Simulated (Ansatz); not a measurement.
# SiHg2 (model cell, started as antifluorite): phonons and vibrational spectra

Aim: the phonons of SiHg2 (model cell, started as antifluorite) at a cell relaxed beforehand at this level. After the zone centre comes a 4×4×4 q mesh on a 12×12×12 k mesh.

Method: DFT PBEsol, scalar-relativistic, plane waves, PAW, in Ansatz 0.2.0.

The structure was built from a prototype and need not be the compound's stable phase.

## (1) Starting point

The structure is cubic, space group Fm-3m (No. 225). The conventional cell has a = 6.427 Å, b = 6.427 Å, c = 6.427 Å, α = 90.00°, β = 90.00°, γ = 90.00°. Nearest to Si lie 8 Hg at 2.78 Å. Nearest to Hg lie 4 Si at 2.78 Å. Farther neighbours are not listed.

## (2) Zone-centre response

The cell comes from relaxations at this level that are not shown. The zone centre comes first: it holds the modes that light can see, as far as symmetry allows. No field response is asked, since the mesh shows no gap.

Contents of input.yaml:

```yaml
crystal:
  lattice:
    - [0.0, 3.2133606144, 3.2133606144]
    - [3.2133606144, 0.0, 3.2133606144]
    - [3.2133606144, 3.2133606144, 0.0]
  atoms:
    - { symbol: Si, position: [0.0, 0.0, 0.0] }
    - { symbol: Hg, position: [0.25, 0.25, 0.25] }
    - { symbol: Hg, position: [0.75, 0.75, 0.75] }
kpoints:
  mp_grid: { grid: [12, 12, 12] }
hamiltonian:
  xc: pbesol
scf:
  occupations: { method: methfessel_paxton, width: 0.15 }
output:
  eigenvalues: true
phonons:
  method: dfpt
```

On the command line:

```
ansatz run input.yaml --threads 4 --pin off --max-ram 7168MiB --backend cpu --events-out ev --progress --plain --runs-dir out
```

Numbers of over 12 decimals in the logs are rounded to 6 here.

Log:

```text
zone centre: on kpoints.mp_grid the ground state, and the responses unless they are solved on pairs of k-points, stand on 163 of the mesh's 1728 k-points, reduced under 8 symmetry operations, with k and −k counted as one. Each operation leaves every solved displacement unchanged or reverses it
Engine: ansatz 0.2.0, aarch64-unknown-linux-gnu
Pseudopotentials: kind: paw
Pseudopotential: Si, paw, valence charge 4, recommended cutoff 420 eV (normal), Si.paw.azcp
Pseudopotential: Hg, paw, valence charge 20, recommended cutoff 420 eV (normal), Hg.paw.azcp
Functional definition: PBEsol
  exchange = pbesol_x
  correlation = pbesol_c
Crystal: 3 atoms, lattice volume = 66.360 Å³
Basis set: ecut = 420 eV, 1291 PW (Γ), exchange–correlation on 64×64×64 points (8 copies of the dense FFT grid, shifted against one another)
Bands: 27, of which v1, the nominal top of the filled ones, is band 22 counted from 1 (21 counted from 0)
Symmetry: 48 space group operations
k-points: 163 of 1728 (irreducible under 8 space group operations, time reversal used)
Non-local potential: Si, projectors of the file, l = 0: 2, l = 1: 2, l = 2: 2
Non-local potential: Hg, projectors of the file, l = 0: 3, l = 1: 2, l = 2: 2, l = 3: 1
PAW form: soft (Blöchl's): semilocal exchange-correlation on the pseudo side does not see the compensation charge
PAW frozen core: Si, regenerated for the run's functional, and the local potential with it (the file was generated under x = pbe(κ = 0.804, μ = 0.219515), c = pbe(β = 0.066725))
PAW frozen core: Hg, regenerated for the run's functional, and the local potential with it (the file was generated under x = pbe(κ = 0.804, μ = 0.219515), c = pbe(β = 0.066725))
PAW one-centre angular grid: Si, 110 points (default); XC on 64 Gauss nodes
PAW one-centre angular grid: Hg, 590 points (default); XC on 64 Gauss nodes
Initial density: superposition of atomic densities (neutral atoms: chi_scale 0, normalization atom), corrected by the library's trained network
Initial wavefunctions: pseudopotential atomic-orbital guess
Functional: x = pbesol(κ = 0.804, μ = 0.123457), c = pbesol(β = 0.046)
SCF iter   1: F=—  HF=-27956.717156 eV  |F-HF|=—  |Δ(HF+E_count)|=         —  Δρ=4.48e-3  dr2=1.96e-2  ethr=1.77e-3  ⟨swp⟩=5.1  Hψ=17395  notcnv=0
preconditioner: auto → Kerker (q_TF=auto, 2.548 Å⁻¹)  [metal: Δε(μ)=0.061 eV  Ē_g=10.356 eV  σ=0.150 eV  W_gap=0.33  n_scr=14 (ndim 8)  ℏωp=24.1 eV  f_vac=0.053  D(μ)=0.83/eV (n_scr^D=0)]
SCF iter   2: F=—  HF=-27956.714091 eV  |F-HF|=—  |Δ(HF+E_count)|=   3.07e-3  S|Δr|=    0.00e0  Δρ=2.53e-3  dr2=7.79e-3  ethr=4.46e-5  ⟨swp⟩=2.4  Hψ=7338  notcnv=0
SCF iter   3: F=—  HF=-27956.711640 eV  |F-HF|=—  |Δ(HF+E_count)|=   2.45e-3  S|Δr|=    0.00e0  Δρ=5.09e-4  dr2=4.71e-4  ethr=1.77e-5  ⟨swp⟩=2.0  Hψ=5959  notcnv=0
SCF iter   4: F=—  HF=-27956.711605 eV  |F-HF|=—  |Δ(HF+E_count)|=   3.57e-5  S|Δr|=    0.00e0  Δρ=2.48e-4  dr2=8.78e-5  ethr=1.07e-6  ⟨swp⟩=2.0  Hψ=4844  notcnv=0
SCF iter   5: F=—  HF=-27956.711652 eV  |F-HF|=—  |Δ(HF+E_count)|=   4.69e-5  S|Δr|=    0.00e0  Δρ=8.68e-5  dr2=9.53e-6  ethr=2.00e-7  ⟨swp⟩=2.0  Hψ=5895  notcnv=0
SCF iter   6: F=—  HF=-27956.711675 eV  |F-HF|=—  |Δ(HF+E_count)|=   2.32e-5  S|Δr|=    0.00e0  Δρ=1.79e-5  dr2=1.62e-7  ethr=2.17e-8  ⟨swp⟩=2.0  Hψ=6508  notcnv=0
SCF iter   7: F=—  HF=-27956.711675 eV  |F-HF|=—  |Δ(HF+E_count)|=   7.59e-7  S|Δr|=    0.00e0  Δρ=4.76e-6  dr2=1.04e-8  ethr=3.67e-10  ⟨swp⟩=2.0  Hψ=6605  notcnv=0
SCF iter   8: F=—  HF=-27956.711675 eV  |F-HF|=—  |Δ(HF+E_count)|=   2.90e-8  S|Δr|=    0.00e0  Δρ=7.38e-7  dr2=3.24e-10  ethr=2.37e-11  ⟨swp⟩=2.0  Hψ=6566  notcnv=0
SCF iter   9: F=—  HF=-27956.711675 eV  |F-HF|=—  |Δ(HF+E_count)|=   1.70e-9  S|Δr|=    0.00e0  Δρ=2.31e-7  dr2=2.87e-11  ethr=1.00e-12  ⟨swp⟩=2.0  Hψ=6607  notcnv=0
SCF iter  10: F=-27956.711675 eV  HF=-27956.711675 eV  |F-HF|=1.46e-11  |Δ(HF+E_count)|=  4.37e-11  S|Δr|=    0.00e0  Δρ=4.82e-8  dr2=1.40e-12  ethr=1.00e-12  ⟨swp⟩=7.9  Hψ=19833  notcnv=0
SCF 1 converged in 10 iterations: F = -27956.711675 eV  dr2 = 1.40e-12
  greatest PAW one-centre occupation: 1.000 electrons in one spin orbital (limit 2), on the Hg atom at site 2 (counted from 0), in its partial waves of l = 0
DFPT response loops at Γ: preconditioner auto → Kerker (q_TF=auto, 2.548 Å⁻¹) (partly filled bands, converged f_vac=0.047); β = 1.00, the filter's whole step (`scf.mixing.beta` (0.50) is not read by the response loops under this deck's `scf.mixing.preconditioner`; to damp them name `kerker` or `kerker_dos`, under which they read `scf.mixing.beta`, and type it under 1.00, their step now; both keys bind the ground state too); Broyden in place of MSR1
SCF converged after 10 iterations
Stability not checked: this state was not tested for a lower state beside it, because cold or Methfessel-Paxton smearing, or corrected tetrahedra, fill the levels in a way that the test cannot read (fill_not_monotonic; see scf.lower_state_search)
Free energy (F): -27956.711675 eV
Harris-Foulkes:  -27956.711675 eV  (|F-HF|=1.46e-11)
Internal energy: -27956.712741 eV  (E = F + TS)
E sigma→0 (E₀):  -27956.711942 eV
Entropy (-TS):   0.001065 eV (0.355 meV/atom)
Fermi energy:    12.714249 eV
--- Per-component energies (eV) ---
  E_band       = -850.539572
  E_kinetic    = 1246.834299
  E_local      = -5851.782807  (includes V_loc(G=0)·N_el)
  E_nonlocal   = 176.093238
  E_hartree    = 2518.582443
  E_xc         = -493.322696
  E_vxc        = -571.193546  (∫ρ·V_xc dr)
  E_paw        = -20098.360374  (= ΣΔE_a)
  E_vpaw       = -887.657540  (= ΣTr[D̂ρ^β])
  E_aug_tail   = 0.001807  (compensation charges beyond the density's cutoff)
  E_ewald      = -5455.447514
  E_core_change = 0.688863  (= ΣΔE_core)
  E_smearing   = 0.001065  (= −TS)
  E_closure    = -0.000000  (closes the sum)
  Σ components = -27956.711675   (vs F -27956.711675, Δ=0.00e0)
--- Band table (eV; the first three rows and the last of 163) ---
  k-point 0: bands = [... 18 lower, 6.5067, 12.4238, 14.0733, 14.0733, 14.0733, 14.1928, 14.5612, 14.5612, ... 1 higher]
  k-point 1: bands = [... 18 lower, 6.4611, 12.0668, 12.9251, 13.7863, 13.7863, 14.3940, 14.9084, 14.9084, ... 1 higher]
  k-point 2: bands = [... 18 lower, 6.3316, 10.8411, 12.3060, 13.4270, 13.4270, 15.0619, 15.4060, 15.4060, ... 1 higher]
  k-point 162: bands = [... 18 lower, 7.2118, 8.1361, 8.1361, 9.4246, 15.2887, 15.2887, 16.7049, 17.1861, ... 1 higher]
--- Phonons (Γ-DFPT): 2 representative perturbations + reference, on 163 of 1728 k-points (Σ response iterations 6) ---
  k mesh reduced under 8 symmetry operations, with k and −k counted as one. Each operation leaves every solved displacement unchanged or reverses it
  ASR residual: 3.022e-5 → 0.000e0 eV/Å²; symmetrization residual: 7.827e-6 eV/Å²
  ASR residual per site (eV/Å²): 1.55e-5 3.02e-5 3.02e-5
  Γ frequencies (cm⁻¹): 0.00 0.00 0.00 71.52 71.52 71.52 127.02 127.02 127.02
  non-analytic LO–TO correction: not included (Born effective charges unavailable; polar crystals: no LO–TO splitting at Γ)
```

It took 23 s on 4 threads of Arm Neoverse V1, shared host; peak memory 0.98 GiB; 89 s of CPU time.

This step gave:

```
volume per atom                                         : 22.12 Å³
gap on the k-mesh                                       : 0 eV
sum-rule residual before enforcement                    : 3.02e-5 eV/Å²
point group                                             : m-3m
highest optical mode at the zone centre (no LO-TO term) : 127.0 cm⁻¹
lowest optical zone-centre mode                         : 71.52 cm⁻¹
```

Patterns of degenerate modes are one choice out of their space. The modes at Γ (shares of kinetic energy by element, %):

```csv
mode,frequency (cm⁻¹),symmetry,Si %,Hg %
1,0.0,acoustic,7,93
2,0.0,acoustic,7,93
3,0.0,acoustic,7,93
4,71.5,T2g,0,100
5,71.5,T2g,0,100
6,71.5,T2g,0,100
7,127.0,T1u,93,7
8,127.0,T1u,93,7
9,127.0,T1u,93,7
```

Displacements in mode 6 (71.5 cm⁻¹), the largest set to 1:
```
Si1  0.00  0.00  0.00
Hg2  0.06  0.00 -1.00
Hg3 -0.06  0.00  1.00
```

Displacements in mode 7 (127.0 cm⁻¹), the largest set to 1:
```
Si1  0.00  0.00  1.00
Hg2  0.00  0.00 -0.07
Hg3  0.00  0.00 -0.07
```

Before it was imposed, the acoustic sum rule was missed by 3.0e-5 eV/Å². Small misses are needed for a sound result but don't prove that mesh and cutoff are converged. The lowest optical mode is real, 71.5 cm⁻¹.

(Part 1 of 2 ends here.)

[Logs are printed without paths, hosts, clocks, repeated set-up lines and the standing remarks that a program may print on its own settings, such as how far it seeks lower states.]

[Hosts, paths, dates, database ids (printed as entryN), source tags and the programs' standing remarks are cut or masked in the printed files.]
